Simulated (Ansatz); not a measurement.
# V2CO2 monolayer: from the cell to its phonons

Wanted: phonon frequencies of V2CO2 monolayer and what follows from them.

Program: Ansatz 0.2.0. Level of theory: DFT PBEsol, scalar-relativistic, plane waves, PAW; PAW set soft_1. Results are calculated unless marked as measured.

## 1. Set-up

The cell holds 5 atoms: 1 C, 2 V and 2 O. Cell: a = 2.900 Å, b = 2.900 Å, c = 20.000 Å, α = 90.0°, β = 90.0°, γ = 120.0°. Vacuum lies along c.

As a file:

```cif
data_structure
_symmetry_space_group_name_H-M 'P 1'
_symmetry_Int_Tables_number 1
_cell_length_a 2.9000
_cell_length_b 2.9000
_cell_length_c 20.0000
_cell_angle_alpha 90.000
_cell_angle_beta 90.000
_cell_angle_gamma 120.000
_cell_volume 145.67
loop_
_atom_site_label
_atom_site_type_symbol
_atom_site_fract_x
_atom_site_fract_y
_atom_site_fract_z
_atom_site_occupancy
C1 C 0.00000 0.00000 0.50000 1
V2 V 0.33333 0.66667 0.56000 1
V3 V 0.66667 0.33333 0.44000 1
O4 O 0.66667 0.33333 0.61000 1
O5 O 0.33333 0.66667 0.39000 1
```

## 2. Bringing the structure to rest

The cell and atoms are relaxed, since residual forces and stress would shift the frequencies.

The program solves this slab on a cell height of its own, 32.6 Å, in place of the one typed.

The input, input.yaml:

```yaml
crystal:
  lattice:
    - [2.9, 0.0, 0.0]
    - [-1.45, 2.51147, 0.0]
    - [0.0, 0.0, 20.0]
  atoms:
    - { symbol: C, position: [0.0, 0.0, 0.5] }
    - { symbol: V, position: [0.333333, 0.666667, 0.56] }
    - { symbol: V, position: [0.666667, 0.333333, 0.44] }
    - { symbol: O, position: [0.666667, 0.333333, 0.61] }
    - { symbol: O, position: [0.333333, 0.666667, 0.39] }
  periodic: [true, true, false]
kpoints:
  mp_grid: { grid: [15, 15, 1] }
hamiltonian:
  xc: pbesol
  pseudopotentials: { kind: paw, azcp: { folder: soft_1 }, xc_functional: pbe }
scf:
  occupations: { method: gaussian, width: 0.1 }
output:
  forces: true
  stress: true
  eigenvalues: true
  write_density: true
  write_potential: true
  elf: true
  volumetric_format: npy
relax:
  adjacent_minimum: "off"
  f_tol: 0.005
  max_steps: 80
  cell: { stress_2d_tol: 0.02 }
```

Command:

```console
> ansatz run input.yaml --threads 4 --pin off --max-ram 16384MiB --backend cpu --events-out ev --progress --plain --runs-dir out
```

Numbers of over 12 decimals in the logs are rounded to 6 here.

Output:

```text
Warning: crystal.periodic: the lattice vector that does not repeat stood 0.000° off the slab's normal, 20.000 Å along it as the deck builds it. The run solves the slab on a vector along the normal, 32.600 Å long, with every atom where it was (on the deck's vector they left 15.60 Å outside them, and the widest stretch free of ions among them is 1.20 Å). A fractional position that the run reports is one of the run's ce [...]
Warning: the atoms were moved onto the symmetric positions of the space group found under crystal.symmetry.tolerance 1.0e-5 (fractional; no operation is sought that the atoms, as they stand in a round, miss by more than twice it, and no atom is moved by as much as it), and the run uses the moved positions. Before a round's move an operation carried an atom to 2.90e-6 Å from where it should land, the largest such dist [...]
crystal.periodic: the lattice vector that does not repeat stood 0.000° off the slab's normal, 20.000 Å along it as the deck builds it. The run solves the slab on a vector along the normal, 32.600 Å long, with every atom where it was (on the deck's vector they left 15.60 Å outside them, and the widest stretch free of ions among them is 1.20 Å). A fractional position that the run reports is one of the run's cell, which [...]
Engine: ansatz 0.2.0, aarch64-unknown-linux-gnu
Pseudopotentials: kind: paw
Pseudopotential: C, paw, valence charge 4, recommended cutoff 420 eV (normal), soft_1/C.paw.azcp
Pseudopotential: V, paw, valence charge 13, recommended cutoff 420 eV (normal), soft_1/V.paw.azcp
Pseudopotential: O, paw, valence charge 6, recommended cutoff 420 eV (normal), soft_1/O.paw.azcp
Functional definition: PBEsol
  exchange = pbesol_x
  correlation = pbesol_c
Crystal: 5 atoms, lattice volume = 237.434 Å³
Basis set: ecut = 420 eV, 4609 PW (Γ), exchange–correlation on 40×40×450 points (8 copies of the dense FFT grid, shifted against one another)
Bands: 26, of which v1, the nominal top of the filled ones, is band 21 counted from 1 (20 counted from 0)
Symmetry: 12 space group operations
Space group: P-3m1 (ITA 164), of the structure as read, at distance tolerance 6.2e-5 Å
k-points: 27 of 225
Non-local potential: C, projectors of the file, l = 0: 2, l = 1: 2, l = 2: 1
Non-local potential: V, projectors of the file, l = 0: 3, l = 1: 2, l = 2: 3, l = 3: 1
Non-local potential: O, projectors of the file, l = 0: 2, l = 1: 2, l = 2: 1
PAW form: soft (Blöchl's): semilocal exchange-correlation on the pseudo side does not see the compensation charge
PAW frozen core: C, regenerated for the run's functional, and the local potential with it (the file was generated under x = pbe(κ = 0.804, μ = 0.219515), c = pbe(β = 0.066725))
PAW frozen core: V, regenerated for the run's functional, and the local potential with it (the file was generated under x = pbe(κ = 0.804, μ = 0.219515), c = pbe(β = 0.066725))
PAW frozen core: O, regenerated for the run's functional, and the local potential with it (the file was generated under x = pbe(κ = 0.804, μ = 0.219515), c = pbe(β = 0.066725))
PAW one-centre angular grid: C, 110 points (default); XC on 64 Gauss nodes
PAW one-centre angular grid: V, 590 points (default); XC on 64 Gauss nodes
PAW one-centre angular grid: O, 110 points (default); XC on 64 Gauss nodes
Initial density: superposition of atomic densities (neutral atoms: chi_scale 0, normalization atom)
Initial wavefunctions: pseudopotential atomic-orbital guess
Functional: x = pbesol(κ = 0.804, μ = 0.123457), c = pbesol(β = 0.046)
SCF iter   1: F=—  HF=-7147.548015 eV  |F-HF|=—  |Δ(HF+E_count)|=         —  Δρ=1.03e-1  dr2=2.90e1  ethr=3.10e-3  ⟨swp⟩=9.9  Hψ=4973  notcnv=0
preconditioner: auto → LDOS  [metal: Δε(μ)=0.049 eV  Ē_g=10.138 eV  σ=0.100 eV  W_gap=0.26  n_scr=20 (ndim 8)  ℏωp=12.3 eV  f_vac=0.764  D(μ)=1.06/eV (n_scr^D=8)  β→1.0]
SCF iter   2: F=—  HF=-7163.095487 eV  |F-HF|=—  |Δ(HF+E_count)|=    1.55e1  Δρ=2.93e-1  dr2=2.20e2  ethr=3.10e-3  ⟨swp⟩=7.3  Hψ=2703  notcnv=0  defer=18  recentre
SCF iter   3: F=—  HF=-7142.856104 eV  |F-HF|=—  |Δ(HF+E_count)|=    2.02e1  Δρ=5.17e-2  dr2=7.60e0  ethr=3.10e-3  ⟨swp⟩=5.6  Hψ=2739  notcnv=0  defer=13
SCF iter   4: F=—  HF=-7141.755943 eV  |F-HF|=—  |Δ(HF+E_count)|=    1.10e0  Δρ=2.32e-2  dr2=1.70e0  ethr=3.10e-3  ⟨swp⟩=4.8  Hψ=1554  notcnv=0  defer=19
SCF iter   5: F=—  HF=-7141.481761 eV  |F-HF|=—  |Δ(HF+E_count)|=   2.74e-1  Δρ=4.12e-3  dr2=4.43e-2  ethr=3.10e-3  ⟨swp⟩=3.8  Hψ=1644  notcnv=0  defer=13
SCF iter   6: F=—  HF=-7141.485832 eV  |F-HF|=—  |Δ(HF+E_count)|=   4.07e-3  Δρ=4.24e-3  dr2=5.36e-2  ethr=1.05e-4  ⟨swp⟩=3.8  Hψ=1885  notcnv=0  defer=13
SCF iter   7: F=—  HF=-7141.478584 eV  |F-HF|=—  |Δ(HF+E_count)|=   7.25e-3  Δρ=1.10e-3  dr2=2.79e-3  ethr=1.05e-4  ⟨swp⟩=3.0  Hψ=1205  notcnv=0  defer=12
SCF iter   8: F=—  HF=-7141.478356 eV  |F-HF|=—  |Δ(HF+E_count)|=   2.29e-4  Δρ=2.56e-4  dr2=2.83e-4  ethr=6.64e-6  ⟨swp⟩=3.3  Hψ=1565  notcnv=0  defer=11
SCF iter   9: F=—  HF=-7141.478315 eV  |F-HF|=—  |Δ(HF+E_count)|=   4.04e-5  Δρ=1.43e-4  dr2=5.80e-5  ethr=6.74e-7  ⟨swp⟩=3.1  Hψ=1247  notcnv=0  defer=11
SCF iter  10: F=—  HF=-7141.478256 eV  |F-HF|=—  |Δ(HF+E_count)|=   5.90e-5  Δρ=2.49e-5  dr2=7.98e-7  ethr=1.38e-7  ⟨swp⟩=3.1  Hψ=1221  notcnv=0  defer=11
SCF iter  11: F=—  HF=-7141.478256 eV  |F-HF|=—  |Δ(HF+E_count)|=   1.82e-7  Δρ=1.26e-5  dr2=4.34e-7  ethr=1.90e-9  ⟨swp⟩=3.4  Hψ=1681  notcnv=0  defer=11
SCF iter  12: F=-7141.478256 eV  HF=-7141.478256 eV  |F-HF|=3.36e-8  |Δ(HF+E_count)|=   3.82e-8  Δρ=2.37e-6  dr2=7.10e-9  ethr=2.38e-10  ⟨swp⟩=20.6  Hψ=8989  notcnv=0
SCF 1 converged in 12 iterations: F = -7141.478256 eV  dr2 = 7.10e-9
  greatest PAW one-centre occupation: 1.000 electrons in one spin orbital (limit 2), on the V atom at site 2 (counted from 0), in its partial waves of l = 0
relax step   1: F+E_penalty+E_count = -7141.47825629 eV  Δ(F+E_penalty+E_count) = +0.000e0 eV  max|allowed force component| = 3.858e-1 eV/Å  Δτ_max = 0.0000 Å  P = -5.726 N/m  Ω = 237.434 Å³  fix = [c, alpha, beta]  reactions: c +0.000 N/m  (12 SCF iters, dr2 threshold 1.00e-7 eV, accepted)
Crystal: 5 atoms, lattice volume = 233.686 Å³
Basis set: ecut = 420 eV, 4585 PW (Γ), exchange–correlation on 40×40×450 points (8 copies of the dense FFT grid, shifted against one another)
Initial density: handed on by an earlier stage of this run
Initial wavefunctions: those handed on with the density
iter 1 solved again at ethr=6.17e-5 eV; its pass at ethr=3.10e-3 eV (dr2=2.59e-2 eV) is discarded
[...]
preconditioner: auto → LDOS  [metal: Δε(μ)=0.092 eV  Ē_g=8.121 eV  σ=0.100 eV  W_gap=0.49  n_scr=20 (ndim 8)  ℏωp=12.4 eV  f_vac=0.781  D(μ)=1.35/eV (n_scr^D=10)  β→1.0]
SCF iter   2: F=—  HF=-7141.529056 eV  |F-HF|=—  |Δ(HF+E_count)|=   2.43e-3  Δρ=2.54e-3  dr2=2.28e-2  ethr=2.12e-5  ⟨swp⟩=3.3  Hψ=1616  notcnv=0  recentre
SCF iter   3: F=—  HF=-7141.525037 eV  |F-HF|=—  |Δ(HF+E_count)|=   4.02e-3  Δρ=3.56e-4  dr2=3.99e-4  ethr=2.12e-5  ⟨swp⟩=3.0  Hψ=1296  notcnv=0
SCF iter   4: F=—  HF=-7141.525030 eV  |F-HF|=—  |Δ(HF+E_count)|=   7.26e-6  Δρ=1.25e-4  dr2=1.78e-5  ethr=9.51e-7  ⟨swp⟩=3.0  Hψ=1379  notcnv=0
SCF iter   5: F=—  HF=-7141.525019 eV  |F-HF|=—  |Δ(HF+E_count)|=   1.08e-5  Δρ=3.08e-5  dr2=2.24e-6  ethr=4.23e-8  ⟨swp⟩=3.8  Hψ=1695  notcnv=0
SCF iter   6: F=-7141.525020 eV  HF=-7141.525020 eV  |F-HF|=7.41e-8  |Δ(HF+E_count)|=   2.74e-7  Δρ=1.21e-5  dr2=4.39e-7  ethr=1.19e-9  ⟨swp⟩=22.1  Hψ=8884  notcnv=0
SCF 3 converged in 6 iterations: F = -7141.525020 eV  dr2 = 4.39e-7
relax step   3: F+E_penalty+E_count = -7141.52501952 eV  Δ(F+E_penalty+E_count) = -6.895e-3 eV  max|allowed force component| = 1.395e-2 eV/Å  Δτ_max = 0.0096 Å  P = +0.106 N/m  Ω = 231.739 Å³  energy of the carried Pulay correction = +4.360e-3 eV  fix = [c, alpha, beta]  reactions: c +0.000 N/m  (6 SCF iters, dr2 threshold 5.00e-7 eV, accepted)
[...]
relax step   4: F+E_penalty+E_count = -7141.52505056 eV  Δ(F+E_penalty+E_count) = -3.104e-5 eV  max|allowed force component| = 4.163e-3 eV/Å  Δτ_max = 0.0019 Å  P = +0.019 N/m  Ω = 231.743 Å³  energy of the carried Pulay correction = +4.356e-3 eV  fix = [c, alpha, beta]  reactions: c +0.000 N/m  (5 SCF iters, dr2 threshold 1.35e-8 eV, accepted)
[...]
relax step   5: F+E_penalty+E_count = -7141.52125761 eV  Δ(F+E_penalty+E_count) = +3.793e-3 eV  max|allowed force component| = 3.831e-3 eV/Å  Δτ_max = 0.0000 Å  P = -0.076 N/m  Ω = 231.743 Å³  fix = [c, alpha, beta]  reactions: c -0.000 N/m  stress off target by 7.61e-2 N/m on what of the cell is left free  SCF on the basis re-selected at this cell (its energy is not comparable with the rows above)  (7 SCF iters)
[...]
relax step   6: F+E_penalty+E_count = -7141.52132233 eV  Δ(F+E_penalty+E_count) = -6.472e-5 eV  max|allowed force component| = 1.030e-3 eV/Å  Δτ_max = 0.0001 Å  P = +0.002 N/m  Ω = 231.668 Å³  energy of the carried Pulay correction = +5.861e-5 eV  fix = [c, alpha, beta]  reactions: c +0.000 N/m  (5 SCF iters, dr2 threshold 6.98e-9 eV, accepted)
iter 1 solved again at ethr=1.61e-7 eV; its pass at ethr=3.10e-3 eV (dr2=6.76e-5 eV) is discarded
SCF iter   1: F=—  HF=-7141.521284 eV  |F-HF|=—  |Δ(HF+E_count)|=         —  Δρ=1.90e-6  dr2=3.33e-9  ethr=1.61e-7  ⟨swp⟩=6.6  Hψ=8328  notcnv=0
eigensolver tolerance schedule: the retry pair's looser diagonalisation over-reported the residual by 20317.73 of it (diagonalisation noise at an unbounded share of the residual, at the tolerance the schedule requests for it); recorded, not acted on — ethr = c·dr2/N_el stays at c = 1.0e-1
SCF iter   2: F=—  HF=-7141.521258 eV  |F-HF|=—  |Δ(HF+E_count)|=   2.62e-5  Δρ=2.08e-6  dr2=8.85e-9  ethr=7.92e-12  ⟨swp⟩=6.9  Hψ=3273  notcnv=0
SCF iter   3: F=—  HF=-7141.521258 eV  |F-HF|=—  |Δ(HF+E_count)|=  1.86e-10  Δρ=8.60e-7  dr2=9.46e-10  ethr=7.92e-12  ⟨swp⟩=3.4  Hψ=1649  notcnv=0
SCF iter   4: F=—  HF=-7141.521258 eV  |F-HF|=—  |Δ(HF+E_count)|=  5.46e-12  Δρ=4.21e-7  dr2=1.98e-10  ethr=2.25e-12  ⟨swp⟩=3.0  Hψ=1268  notcnv=0
SCF iter   5: F=—  HF=-7141.521258 eV  |F-HF|=—  |Δ(HF+E_count)|=  1.69e-10  Δρ=1.20e-7  dr2=3.45e-11  ethr=1.00e-12  ⟨swp⟩=2.7  Hψ=1124  notcnv=0
SCF iter   6: F=-7141.521258 eV  HF=-7141.521258 eV  |F-HF|=4.46e-11  |Δ(HF+E_count)|=  1.55e-10  Δρ=2.72e-8  dr2=2.20e-12  ethr=1.00e-12  ⟨swp⟩=11.4  Hψ=5329  notcnv=0
SCF 7 converged in 6 iterations: F = -7141.521258 eV  dr2 = 2.20e-12
relax step   7: F+E_penalty+E_count = -7141.52125785 eV  Δ(F+E_penalty+E_count) = +6.448e-5 eV  max|allowed force component| = 1.017e-3 eV/Å  Δτ_max = 0.0000 Å  P = +0.001 N/m  Ω = 231.668 Å³  fix = [c, alpha, beta]  reactions: c +0.000 N/m  stress off target by 5.48e-4 N/m on what of the cell is left free  SCF on the basis re-selected at this cell (its energy is not comparable with the rows above)  (6 SCF iters)
basis re-selected at this cell: Δ(F+E_penalty+E_count) = +6.448e-5 eV, ΔP = -0.001 N/m vs the last step (what re-selecting the basis moved, of the pressure what is left beyond the Pulay correction that the steps carried, after the strain that the cell walked since its last selection, with what the two solves' SCF thresholds leave and, on support functions, any second-order correction that the steps lacked; it is no m [...]
WARN: The output density's exchange-correlation potential varies sharply where the density is thin. Do not read a vacuum level from v_tot or v_xc, or from such a field of the output density. On a cell that repeats whose density bears no net charge and no dipole along the vacuum's axis use v_es (v_loc + v_h of the components); under efield.dipole_correction with no amplitude use v_es + v_field, which holds any externa [...]
SCF converged after 6 iterations
Free energy (F): -7141.521258 eV
Harris-Foulkes:  -7141.521258 eV  (|F-HF|=4.46e-11)
Internal energy: -7141.514391 eV  (E = F + TS)
E sigma→0 (E₀):  -7141.517825 eV
Entropy (-TS):   -0.006867 eV (-1.373 meV/atom)
Fermi energy:    -6.586558 eV
--- Per-component energies (eV) ---
  E_band       = -1187.475599
  E_kinetic    = 1015.097162
  E_local      = -145582.624457  (includes V_loc(G=0)·N_el)
  E_nonlocal   = 288.569933
  E_hartree    = 72067.937916
  E_xc         = -418.763532
  E_vxc        = -532.343862  (∫ρ·V_xc dr)
  E_paw        = -2603.838617  (= ΣΔE_a)
  E_vpaw       = -512.053556  (= ΣTr[D̂ρ^β])
  E_aug_tail   = 0.003599  (compensation charges beyond the density's cutoff)
  E_ewald      = 68091.712569
  E_core_change = 0.391035  (= ΣΔE_core)
  E_smearing   = -0.006867  (= −TS)
  E_closure    = -0.000000  (closes the sum)
  Σ components = -7141.521258   (vs F -7141.521258, Δ=0.00e0)
--- Forces (eV/Å), atoms counted from 1 ---
  atom   1  C     -0.00000000    -0.00000000     0.00000000
  atom   2  V      0.00000000     0.00000000    -0.00101666
  atom   3  V     -0.00000000    -0.00000000     0.00101666
  atom   4  O     -0.00000000    -0.00000000     0.00067330
  atom   5  O      0.00000000     0.00000000    -0.00067330
  max |Σ_I F_I| component: 3.70e-17 eV/Å
--- 2D stress c σ (N/m, compression-positive) ---
        0.000548       0.000000      -0.000000
        0.000000       0.000548       0.000000
       -0.000000       0.000000       0.000000
  P = ½ c Tr σ = 0.0005 N/m
--- Band table (eV; the first three rows and the last of 27) ---
  k-point 0: bands = [... 17 lower, -8.1726, -7.4425, -7.4425, -7.3454, -7.3454, -6.2465, -6.2228, -6.2228, ... 1 higher]
  k-point 1: bands = [... 17 lower, -8.1898, -8.0661, -8.0147, -7.0200, -6.8222, -6.2625, -6.1659, -6.0096, ... 1 higher]
  k-point 2: bands = [... 17 lower, -9.1693, -8.5668, -8.0314, -7.0852, -6.5402, -6.0529, -5.8508, -5.6964, ... 1 higher]
  k-point 26: bands = [... 17 lower, -10.8523, -10.1730, -10.1730, -6.3384, -6.0842, -6.0842, -4.9338, -4.9338, ... 1 higher]
--- Relaxed structure (5 steps of the walk, 5 accepted, 2 SCFs on fresh bases) ---
  F+E_penalty+E_count = -7141.52125785 eV   max|allowed force component| = 1.017e-3 eV/Å   (the final SCF, on the basis selected at the relaxed cell)
  cell:  # Å, volume = 231.6675 Å³
    - [2.864563, 0.0, 0]
    - [-1.432282, 2.480785, 0]
    - [0, 0, 32.6]
  atoms:
    - { symbol: C, position: [0, 0, 0.306748] }
    - { symbol: V, position: [0.333333, 0.666667, 0.342894] }
    - { symbol: V, position: [0.666667, 0.333333, 0.270603] }
    - { symbol: O, position: [0.666667, 0.333333, 0.373940] }
    - { symbol: O, position: [0.333333, 0.666667, 0.239557] }
```

It took 33 s on 4 threads of Arm Neoverse V1, shared host; peak memory 0.63 GiB.

This run has no spin polarisation, although V can carry a moment.

Relaxation path:

| step | energy less that of the first step (eV) | largest force component (eV/Å) | volume (Å³) |
| --- | --- | --- | --- |
| 1 | 0.0000 | 0.3858 | 237.43 |
| 2 | -0.0399 | 0.1626 | 233.69 |
| 3 | -0.0468 | 0.0140 | 231.74 |
| 4 | -0.0468 | 0.0042 | 231.74 |
| 5* | -0.0430 | 0.0038 | 231.74 |
| 6 | -0.0431 | 0.0010 | 231.67 |
| 7* | -0.0430 | 0.0010 | 231.67 |

Relaxation steps marked * repeat the geometry before them on a plane-wave basis chosen anew for their cell, so energy and pressure can jump there.

Forces are held to the 12 operations that the run works with; a distortion that breaks them can't arise in this run.

| cell as run | before | after | change |
| --- | --- | --- | --- |
| a (Å) | 2.900 | 2.865 | -1.2 % |
| b (Å) | 2.900 | 2.865 | -1.2 % |

The atoms that moved most (Å, along periodic axes as changes of fractional coordinates times the final cell, across vacuum about the mean position):

| atom | dx | dy | dz | length |
| --- | --- | --- | --- | --- |
| V3 | 0.000 | 0.000 | 0.022 | 0.022 |
| V2 | 0.000 | 0.000 | -0.022 | 0.022 |
| O4 | 0.000 | 0.000 | -0.010 | 0.010 |
| O5 | 0.000 | 0.000 | 0.010 | 0.010 |

Final coordinates:

```xyz
5
Lattice="2.8646 0.0000 0.0000 -1.4323 2.4808 0.0000 0.0000 0.0000 32.6000" Properties=species:S:1:pos:R:3
C     0.0000    0.0000   10.0000
V     0.0000    1.6539   11.1784
V     1.4323    0.8269    8.8216
O     1.4323    0.8269   12.1905
O     0.0000    1.6539    7.8095
```

Numbers from this step:

| Item | Value |
| --- | --- |
| gap on the k-mesh | 0 eV |
| area per atom | 1.421 Å² |

Valence density in the ac plane at fractional y = 0.333, with atoms of V and O within 0.2 Å of it. It is the smooth field of the valence electrons, not physical close to the nuclei.

Ten steps, logarithmic in the rise over the least value, from '0' (0.00 × 1e0 e/Å³) to '9' (9.97 × 1e0 e/Å³), each cell a mean:
```
000000000000000
000000000000000
000000000000000
000000000000000
000000000000000
000000000000000
000000000000000
000000000000000
000000000000000
000000000000000
000000000000000
000000000000000
000000000000000
000000000000000
211112346777643
334433345666543
344443333444333
333333478999874
223322211222112
000000000000000
000000000000000
000000000000000
000000000000000
000000000000000
```
Columns run along a (2.9 Å), rows up along c (32.6 Å). Atoms in or near the plane, at fractional coordinates: V at (0.67, 0.27), O at (0.67, 0.37).

Electrostatic potential energy in the ac plane at fractional y = 0.333, with atoms of V and O within 0.2 Å of it. With pseudopotentials it is smooth inside the atoms' cores, unlike the true potential.

Values in eV, 24 rows by 15 columns, each cell a mean:
```
  0   0   0   0   0   0   0   0   0   0   0   0   0   0   0
  0   0   0   0   0   0   0   0   0   0   0   0   0   0   0
  0   0   0   0   0   0   0   0   0   0   0   0   0   0   0
  0   0   0   0   0   0   0   0   0   0   0   0   0   0   0
  0   0   0   0   0   0   0   0   0   0   0   0   0   0   0
  0   0   0   0   0   0   0   0   0   0   0   0   0   0   0
  0   0   0   0   0   0   0   0   0   0   0   0   0   0   0
  0   0   0   0   0   0   0   0   0   0   0   0   0   0   0
  0   0   0   0   0   0   0   0   0   0   0   0   0   0   0
  0   0   0   0   0   0   0   0   0   0   0   0   0   0   0
  0   0   0   0   0   0   0   0   0   0   0   0   0   0   0
  0   0   0   0   0   0   0   0   0   0   0   0   0   0   0
  0   0   0   0   0   0   0   0   0   0   0   0   0   0   0
  0   0   0   0   0   0   0   0   0   0   0   0   0   0   0
 -2  -2  -2  -2  -2  -2  -4 -12 -17 -19 -20 -19 -17 -12  -4
-14 -19 -22 -22 -19 -15 -11 -15 -18 -19 -20 -19 -18 -15 -11
-10 -12 -13 -13 -12 -10 -10 -11 -13 -14 -15 -14 -13 -11 -10
-15 -10  -8  -8 -10 -15 -28 -33 -35 -35 -35 -35 -35 -33 -28
 -3  -3  -3  -3  -3  -3  -4  -5  -7  -8  -8  -8  -6  -5  -4
  0   0   0   0   0   0   0   0   0   0   0   0   0   0   0
  0   0   0   0   0   0   0   0   0   0   0   0   0   0   0
  0   0   0   0   0   0   0   0   0   0   0   0   0   0   0
  0   0   0   0   0   0   0   0   0   0   0   0   0   0   0
  0   0   0   0   0   0   0   0   0   0   0   0   0   0   0
```
Columns run along a (2.9 Å; values clipped at the 3rd and 97th percentile), rows up along c (32.6 Å). Atoms in or near the plane, at fractional coordinates: V at (0.67, 0.27), O at (0.67, 0.37).

ELF in the ac plane at fractional y = 0.333, with atoms of V and O within 0.2 Å of it. It is the smooth field of the valence electrons, not physical close to the nuclei.

Ten even steps from '0' (0.00) to '9' (0.73), each cell a mean:
```
000000000000000
000000000000000
000000000000000
000000000000000
000000000000000
000000000000000
000000000000000
000000000000000
000000000000000
000000000000000
000000000000000
000000000000000
000000000000000
000000001111100
510015899999998
222222466666664
677776532222235
235532368999863
577775310000113
000000000000000
000000000000000
000000000000000
000000000000000
000000000000000
```
Columns run along a (2.9 Å), rows up along c (32.6 Å). Atoms in or near the plane, at fractional coordinates: V at (0.67, 0.27), O at (0.67, 0.37).

[end of part 1 of 3]

[Logs are printed without paths, hosts, clocks, repeated set-up lines and the standing remarks that a program may print on its own settings, such as how far it seeks lower states.]

[Hosts, paths, dates, database ids (printed as entryN), source tags and the programs' standing remarks are cut or masked in the printed files.]
